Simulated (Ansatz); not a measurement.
# BaSr2P2: relaxing a made-up structure, part 2 of 2

Starting from a made-up structure for BaSr2P2, the aim is the relaxed cell, its shortest contacts and, where a second run follows, its electronic structure.

Ansatz 0.2.0; DFT, PBE, plane-wave PAW, files of the set soft_1, scalar-relativistic, no spin, cell and ions relaxed at zero pressure; PAW set soft_1 (the session's first sound run).

So far: Starting point; Relaxing cell and atoms.

## (2) Relaxing cell and atoms (continued)

Step by step:

```csv
step,energy less that of the first step (eV),largest force component (eV/Å),pressure (GPa),volume (Å³)
1,0.0000,1.5203,1.92,174.49
2,-0.5577,0.3406,-0.63,179.07
3,-0.6528,0.1111,-0.30,175.48
4,-0.6734,0.0129,0.04,172.59
5,-0.6755,0.0298,0.03,172.34
6,-0.6759,0.0428,-0.07,172.33
7,-0.6764,0.0019,0.01,172.13
8*,-0.6764,0.0019,0.01,172.13
```

Relaxation steps marked * repeat the geometry before them on a plane-wave basis chosen anew for their cell, so energy and pressure can jump there.

The run keeps the 12 symmetry operations that it works with, so distortions that break them were not tested.

```csv
"conventional cell, symmetrised",before,after,change
a (Å),4.851,5.003,+3.1 %
b (Å),4.851,5.003,+3.1 %
c (Å),8.562,7.940,-7.3 %
volume (Å³/atom),34.90,34.43,-1.4 %
```

The atoms that moved most (Å, as changes of fractional coordinates times the final cell):

```csv
atom,dx,dy,dz,length
P5,0.000,0.000,0.289,0.289
P4,0.000,0.000,-0.289,0.289
Sr2,0.000,0.000,0.250,0.250
Sr3,0.000,0.000,-0.250,0.250
```

Final coordinates:

```xyz
5
Lattice="5.0034 0.0000 0.0000 -2.5017 4.3331 0.0000 0.0000 0.0000 7.9397" Properties=species:S:1:pos:R:3 pbc="T T T"
Ba    0.0000    0.0000    0.0000
Sr    0.0000    2.8887    5.1468
Sr    2.5017    1.4444    2.7929
P     0.0000    2.8887    1.9423
P     2.5017    1.4444    5.9974
```

This step gave:

```
free energy         : -14554.9093 eV
Fermi energy        : 6.549 eV
gap by band count   : 1.463 eV
electrons           : 40
symmetry operations : 12
pressure            : 0.01326 GPa
```

Shortest distances by pair of elements, guess and relaxed (not always the same contact):

```csv
pair,guess (Å),relaxed (Å)
P–Sr,2.875,3.011
Ba–P,3.692,3.481
Sr–Sr,3.442,3.726
Ba–Sr,4.314,4.018
P–P,4.681,4.841
```

The relaxation ends with a largest force component of 0.0019 eV/Å and a pressure of 0.01 GPa.

## (3) Electronic structure of the relaxed cell

With the geometry fixed, one more self-consistent run, with a narrower smearing and the mesh shown in its input, gives the bands, and its pressure, and its forces where symmetry allows any, show how far the geometry depends on these settings.

This step: DFT, PBE, plane-wave PAW, files of the set soft_1, scalar-relativistic, no spin, bands and density of states at the relaxed cell; PAW set soft_1 (Ansatz 0.2.0).

input.yaml reads:

```yaml
crystal:
  lattice:
    - [5.003381195, 0.0, 0.0]
    - [-2.5016905975, 4.3330552197, 0.0]
    - [0.0, 0.0, 7.939718786]
  atoms:
    - { symbol: Ba, position: [0.0, 0.0, 0.0] }
    - { symbol: Sr, position: [0.3333333333, 0.6666666667, 0.648239886] }
    - { symbol: Sr, position: [0.6666666667, 0.3333333333, 0.351760114] }
    - { symbol: P, position: [0.3333333333, 0.6666666667, 0.2446365597] }
    - { symbol: P, position: [0.6666666667, 0.3333333333, 0.7553634403] }
kpoints:
  mp_grid: { grid: [8, 8, 4] }
  band_path:
    path:
      - [[0.0, 0.0, 0.0], [0.5, 0.0, 0.0], [0.33333333, 0.33333333, 0.0], [0.0, 0.0, 0.0], [0.0, 0.0, 0.5], [0.5, 0.0, 0.5], [0.33333333, 0.33333333, 0.5], [0.0, 0.0, 0.5]]
      - [[0.5, 0.0, 0.5], [0.5, 0.0, 0.0]]
      - [[0.33333333, 0.33333333, 0.0], [0.33333333, 0.33333333, 0.5]]
    npoints: 8
scf:
  occupations: { method: fermi_dirac, width: 0.03 }
  n_extra_bands: 9
hamiltonian:
  xc: pbe
  pseudopotentials: { kind: paw, azcp: { folder: soft_1 } }
output:
  forces: true
  stress: true
  write_bands: true
  dos: { projected: true }
  write_density: true
  write_potential: true
  elf: true
  volumetric_format: npy
```

The run is started by

```sh
ansatz run input.yaml --threads 4 --pin off --max-ram 8192MiB --backend cpu --events-out ev --progress --plain --runs-dir out
```

Numbers of over 12 decimals in the logs are rounded to 6 here.

Log:

```text
[...]
Crystal: 5 atoms, lattice volume = 172.133 Å³
Basis set: ecut = 420 eV, 3417 PW (Γ), exchange–correlation on 72×72×108 points (8 copies of the dense FFT grid, shifted against one another)
Bands: 29, of which v1, the nominal top of the filled ones, is band 20 counted from 1 (19 counted from 0)
Symmetry: 12 space group operations
[...]
k-points: 35 of 256
[...]
SCF iter   1: F=—  HF=-14555.217692 eV  |F-HF|=—  |Δ(HF+E_count)|=         —  Δρ=2.13e-2  dr2=1.71e0  ethr=3.10e-3  ⟨swp⟩=10.8  Hψ=6863  notcnv=0
[...]
SCF iter   8: F=-14554.909620 eV  HF=-14554.909620 eV  |F-HF|=2.97e-8  |Δ(HF+E_count)|=   2.77e-6  Δρ=4.69e-6  dr2=6.88e-8  ethr=2.50e-10  ⟨swp⟩=20.9  Hψ=10883  notcnv=0
SCF 1 converged in 8 iterations: F = -14554.909620 eV  dr2 = 6.88e-8
[...]
NSCF: frozen V_eff on 75 k-points
SCF converged after 8 iterations
Free energy (F): -14554.909620 eV
[...]
Internal energy: -14554.909620 eV  (E = F + TS)
E sigma→0 (E₀):  -14554.909620 eV
Fermi energy:    6.532947 eV
[...]
--- Forces (eV/Å), atoms counted from 1 ---
  atom   1  Ba     0.00000000     0.00000000     0.00000000
  atom   2  Sr     0.00000000    -0.00000000     0.00246167
  atom   3  Sr     0.00000000     0.00000000    -0.00246167
  atom   4  P     -0.00000000     0.00000000    -0.00227487
  atom   5  P     -0.00000000     0.00000000     0.00227487
  max |Σ_I F_I| component: 9.25e-18 eV/Å
--- Stress (GPa, compression-positive) ---
        0.014344      -0.000000       0.000000
       -0.000000       0.014344       0.000000
        0.000000       0.000000       0.014316
  P = ⅓ Tr σ = 0.0143 GPa (0.143 kbar)
--- Band table (eV; the first three rows and the last of 35) ---
  k-point 0: bands = [... 16 lower, 5.0993, 5.3406, 5.3406, 5.6832, 7.5923, 8.0827, 8.0827, 8.8677, ... 5 higher]
  k-point 1: bands = [... 16 lower, 4.9806, 5.3399, 5.4842, 5.4842, 8.1554, 8.2612, 8.2612, 8.9290, ... 5 higher]
  k-point 2: bands = [... 16 lower, 4.9084, 5.0614, 5.5820, 5.5820, 8.5758, 8.5758, 8.6966, 8.9724, ... 5 higher]
  k-point 34: bands = [... 16 lower, 5.0413, 5.3885, 5.4808, 5.5406, 7.7645, 8.3544, 8.6653, 9.1228, ... 5 higher]
```

The job ended after 5 s (4 threads of Arm Neoverse V2, shared host; peak memory 0.56 GiB; 19 s of CPU time).

The column dr2 measures how far the density is from self-consistency, as an energy; F and HF (Harris–Foulkes) agree once it is small.

This step gave:

```
free energy       : -14554.9096 eV
Fermi energy      : 6.533 eV
pressure          : 0.01433 GPa
gap on the k-mesh : 1.463 eV
```

From bands.tsv. The electronic bands at the labelled points (eV, zero at the valence top; v1 is the highest filled band, c1 the lowest empty one):

```csv
point,v4,v3,v2,v1,c1,c2,c3,c4
Γ,-0.68,-0.44,-0.44,-0.10,1.81,2.30,2.30,3.08
halfway,-0.70,-0.57,-0.23,-0.20,1.99,2.67,2.80,3.21
M,-0.58,-0.47,-0.23,0.00,1.46,2.80,3.24,3.47
halfway,-0.61,-0.31,-0.25,-0.24,1.61,2.63,3.23,3.36
K,-0.91,-0.30,-0.30,-0.21,1.66,2.87,2.87,3.12
halfway,-0.75,-0.40,-0.37,-0.23,2.12,2.33,2.88,3.38
Γ,-0.68,-0.44,-0.44,-0.10,1.81,2.30,2.30,3.08
halfway,-0.80,-0.44,-0.30,-0.30,2.37,2.48,2.48,3.14
A,-0.88,-0.72,-0.20,-0.20,2.79,2.79,2.91,3.19
halfway,-0.62,-0.60,-0.17,-0.06,2.21,2.46,2.85,3.67
L,-0.36,-0.32,-0.31,-0.16,2.05,2.27,2.98,3.73
halfway,-0.51,-0.41,-0.26,-0.26,2.09,2.30,2.93,3.63
H,-0.91,-0.35,-0.35,-0.24,1.94,2.82,2.82,3.12
halfway,-0.70,-0.48,-0.22,-0.03,2.24,2.43,2.69,3.86
A,-0.88,-0.72,-0.20,-0.20,2.79,2.79,2.91,3.19
jump to L,-0.36,-0.32,-0.31,-0.16,2.05,2.27,2.98,3.73
halfway,-0.44,-0.41,-0.27,-0.06,1.68,2.55,3.09,3.63
M,-0.58,-0.47,-0.23,0.00,1.46,2.80,3.24,3.47
jump to K,-0.91,-0.30,-0.30,-0.21,1.66,2.87,2.87,3.12
halfway,-0.91,-0.33,-0.33,-0.23,1.79,2.85,2.85,3.17
H,-0.91,-0.35,-0.35,-0.24,1.94,2.82,2.82,3.12
```

Counts of states for the cell as run, both spins, by energy window (eV from the valence-band top):

| from | to | total |
| --- | --- | --- |
| -8 | -7 | 3.95 |
| -7 | -6 | 0.00 |
| -6 | -5 | 0.00 |
| -5 | -4 | 0.00 |
| -4 | -3 | 0.00 |
| -3 | -2 | 0.00 |
| -2 | -1 | 3.67 |
| -1 | 0 | 8.33 |
| 0 | 1 | 0.00 |
| 1 | 2 | 1.07 |
| 2 | 3 | 4.55 |
| 3 | 4 | 4.37 |
| 4 | 5 | 6.39 |

A further 24.1 states lie below the table's range.

Electrostatic potential energy in the ac plane at fractional y = 0.333, with atoms of Sr and P within 0.2 Å of it. With pseudopotentials it is smooth inside the atoms' cores, unlike the true potential.

Ten even steps from '0' (-63 eV) to '9' (10 eV), each cell a mean:
```
99999999999999
99999999999999
99999999888999
99999998545799
99999996333599
99999996333589
99999998534799
99999999878999
99999999999999
99999999999999
99999999989999
99999998767899
99999986201589
99999984000379
99999984000389
99999986201689
99999998767899
99999999888999
99999999999999
99999999999999
99999999999999
99999999999999
```
Columns run along a (5.0 Å; values clipped at the 3rd and 97th percentile), rows up along c (7.9 Å). Atoms in or near the plane, at fractional coordinates: Sr at (0.67, 0.35), P at (0.67, 0.76).

ELF in the ac plane at fractional y = 0.333, with atoms of Sr and P within 0.2 Å of it. It is the smooth field of the valence electrons, not physical close to the nuclei.

Values, 22 rows by 14 columns, each cell a mean:
```
0.08 0.17 0.23 0.18 0.08 0.06 0.14 0.39 0.56 0.62 0.58 0.42 0.19 0.07
0.07 0.09 0.12 0.09 0.07 0.14 0.40 0.67 0.76 0.78 0.77 0.69 0.47 0.19
0.15 0.06 0.04 0.05 0.12 0.36 0.68 0.81 0.84 0.83 0.83 0.82 0.71 0.44
0.32 0.08 0.03 0.06 0.25 0.61 0.80 0.85 0.73 0.58 0.69 0.83 0.82 0.67
0.40 0.10 0.04 0.08 0.33 0.69 0.83 0.81 0.34 0.05 0.25 0.74 0.84 0.75
0.31 0.07 0.04 0.06 0.25 0.63 0.83 0.79 0.26 0.01 0.17 0.71 0.84 0.72
0.19 0.06 0.05 0.06 0.16 0.50 0.79 0.83 0.65 0.43 0.59 0.81 0.81 0.61
0.12 0.06 0.07 0.07 0.11 0.37 0.71 0.82 0.82 0.81 0.82 0.82 0.75 0.47
0.08 0.05 0.06 0.05 0.07 0.26 0.58 0.73 0.76 0.77 0.76 0.74 0.64 0.34
0.05 0.03 0.03 0.03 0.05 0.14 0.31 0.38 0.37 0.37 0.37 0.38 0.34 0.18
0.04 0.04 0.04 0.04 0.04 0.05 0.07 0.09 0.14 0.18 0.15 0.10 0.07 0.06
0.07 0.15 0.18 0.16 0.09 0.04 0.09 0.39 0.66 0.73 0.68 0.46 0.14 0.04
0.13 0.37 0.47 0.40 0.18 0.07 0.30 0.77 0.81 0.73 0.80 0.80 0.43 0.07
0.21 0.53 0.63 0.56 0.29 0.10 0.44 0.84 0.62 0.23 0.52 0.83 0.58 0.10
0.32 0.64 0.71 0.66 0.40 0.13 0.39 0.82 0.61 0.24 0.52 0.81 0.53 0.11
0.45 0.70 0.75 0.72 0.52 0.18 0.22 0.72 0.83 0.78 0.82 0.76 0.33 0.12
0.56 0.71 0.74 0.72 0.60 0.28 0.09 0.36 0.73 0.83 0.76 0.45 0.11 0.19
0.52 0.59 0.60 0.59 0.54 0.35 0.11 0.07 0.21 0.32 0.24 0.09 0.08 0.27
0.29 0.31 0.32 0.31 0.30 0.25 0.12 0.04 0.03 0.04 0.03 0.04 0.09 0.21
0.11 0.13 0.14 0.13 0.12 0.10 0.07 0.04 0.03 0.03 0.03 0.04 0.06 0.09
0.08 0.13 0.16 0.13 0.08 0.05 0.04 0.05 0.08 0.09 0.08 0.06 0.04 0.04
0.09 0.19 0.24 0.19 0.10 0.04 0.05 0.13 0.24 0.30 0.26 0.15 0.06 0.04
```
Columns run along a (5.0 Å), rows up along c (7.9 Å). Atoms in or near the plane, at fractional coordinates: Sr at (0.67, 0.35), P at (0.67, 0.76).

Valence density in the ac plane at fractional y = 0.333, with atoms of Sr and P within 0.2 Å of it. It is the smooth field of the valence electrons, not physical close to the nuclei.

Values in e/Å³, 22 rows by 14 columns, each cell a mean:
```
0.1 0.1 0.1 0.1 0.1 0.1 0.1 0.1 0.1 0.1 0.1 0.1 0.1 0.1
0.1 0.1 0.1 0.1 0.1 0.1 0.1 0.1 0.2 0.2 0.2 0.1 0.1 0.1
0.1 0.1 0.0 0.0 0.1 0.1 0.2 0.3 0.4 0.5 0.4 0.3 0.2 0.1
0.1 0.0 0.0 0.0 0.1 0.1 0.3 0.5 0.6 0.6 0.6 0.5 0.3 0.1
0.1 0.1 0.0 0.0 0.1 0.2 0.3 0.6 0.5 0.3 0.5 0.6 0.4 0.2
0.1 0.1 0.0 0.1 0.1 0.2 0.4 0.6 0.5 0.2 0.4 0.6 0.4 0.2
0.1 0.1 0.1 0.1 0.1 0.1 0.3 0.5 0.6 0.6 0.6 0.6 0.3 0.2
0.1 0.1 0.1 0.1 0.1 0.1 0.2 0.3 0.5 0.6 0.5 0.4 0.2 0.1
0.1 0.1 0.1 0.1 0.1 0.1 0.1 0.2 0.3 0.3 0.3 0.2 0.1 0.1
0.0 0.0 0.0 0.0 0.0 0.0 0.1 0.1 0.1 0.2 0.1 0.1 0.1 0.1
0.0 0.0 0.0 0.0 0.0 0.0 0.1 0.1 0.2 0.2 0.2 0.1 0.1 0.0
0.0 0.0 0.0 0.0 0.0 0.0 0.1 0.3 0.7 0.9 0.8 0.4 0.1 0.0
0.0 0.1 0.1 0.1 0.0 0.1 0.2 0.9 1.9 2.3 2.0 1.1 0.3 0.1
0.1 0.1 0.1 0.1 0.1 0.1 0.3 1.5 2.5 2.1 2.4 1.8 0.5 0.1
0.1 0.1 0.1 0.1 0.1 0.1 0.3 1.5 2.5 2.1 2.4 1.7 0.5 0.1
0.1 0.1 0.1 0.1 0.1 0.1 0.2 0.9 1.9 2.4 2.1 1.1 0.3 0.1
0.1 0.1 0.2 0.2 0.1 0.1 0.1 0.3 0.6 0.9 0.7 0.3 0.1 0.1
0.1 0.1 0.1 0.1 0.1 0.1 0.1 0.1 0.1 0.2 0.1 0.1 0.1 0.1
0.1 0.1 0.1 0.1 0.1 0.1 0.0 0.0 0.0 0.0 0.0 0.0 0.0 0.1
0.1 0.1 0.1 0.1 0.1 0.0 0.0 0.0 0.0 0.0 0.0 0.0 0.0 0.0
0.1 0.1 0.1 0.1 0.1 0.0 0.0 0.0 0.0 0.0 0.0 0.0 0.0 0.0
0.1 0.1 0.1 0.1 0.1 0.0 0.0 0.0 0.0 0.0 0.0 0.0 0.0 0.0
```
Columns run along a (5.0 Å), rows up along c (7.9 Å). Atoms in or near the plane, at fractional coordinates: Sr at (0.67, 0.35), P at (0.67, 0.76).

## (4) What came out

- space group, relaxed: P-3m1
- conventional cell: a = 5.003, b = 5.003, c = 7.940 Å; α = 90.0°, β = 90.0°, γ = 120.0°
- volume per atom: 34.43 Å³ (guess 34.90)

BaSr2P2 relaxes to P-3m1 with a = 5.003, b = 5.003 and c = 7.940 Å. The guessed volume was near the relaxed one. The space group P-3m1 was held in the relaxation, so the end point is a stationary structure within it and may be a saddle against distortions or other arrangements. It has a direct Kohn–Sham gap of 1.46 eV, which semilocal functionals understate. On the 8×8×4 mesh with the narrower smearing (relaxed on 6×6×3) the largest force component is 0.002 eV/Å and the largest stress component is 0.014 GPa, within the relaxation's thresholds of 0.015 eV/Å and 0.05 GPa. The cutoff wasn't tested. Spin-orbit coupling is left out, which can matter for elements this heavy. No dispersion term is used, so weakly bound directions may come out too long. Nothing here tests whether the compound is stable against decomposition.

[Logs are printed without paths, hosts, clocks, repeated set-up lines and the standing remarks that a program may print on its own settings, such as how far it seeks lower states.]

[Hosts, paths, dates, database ids (printed as entryN), source tags and the programs' standing remarks are cut or masked in the printed files.]
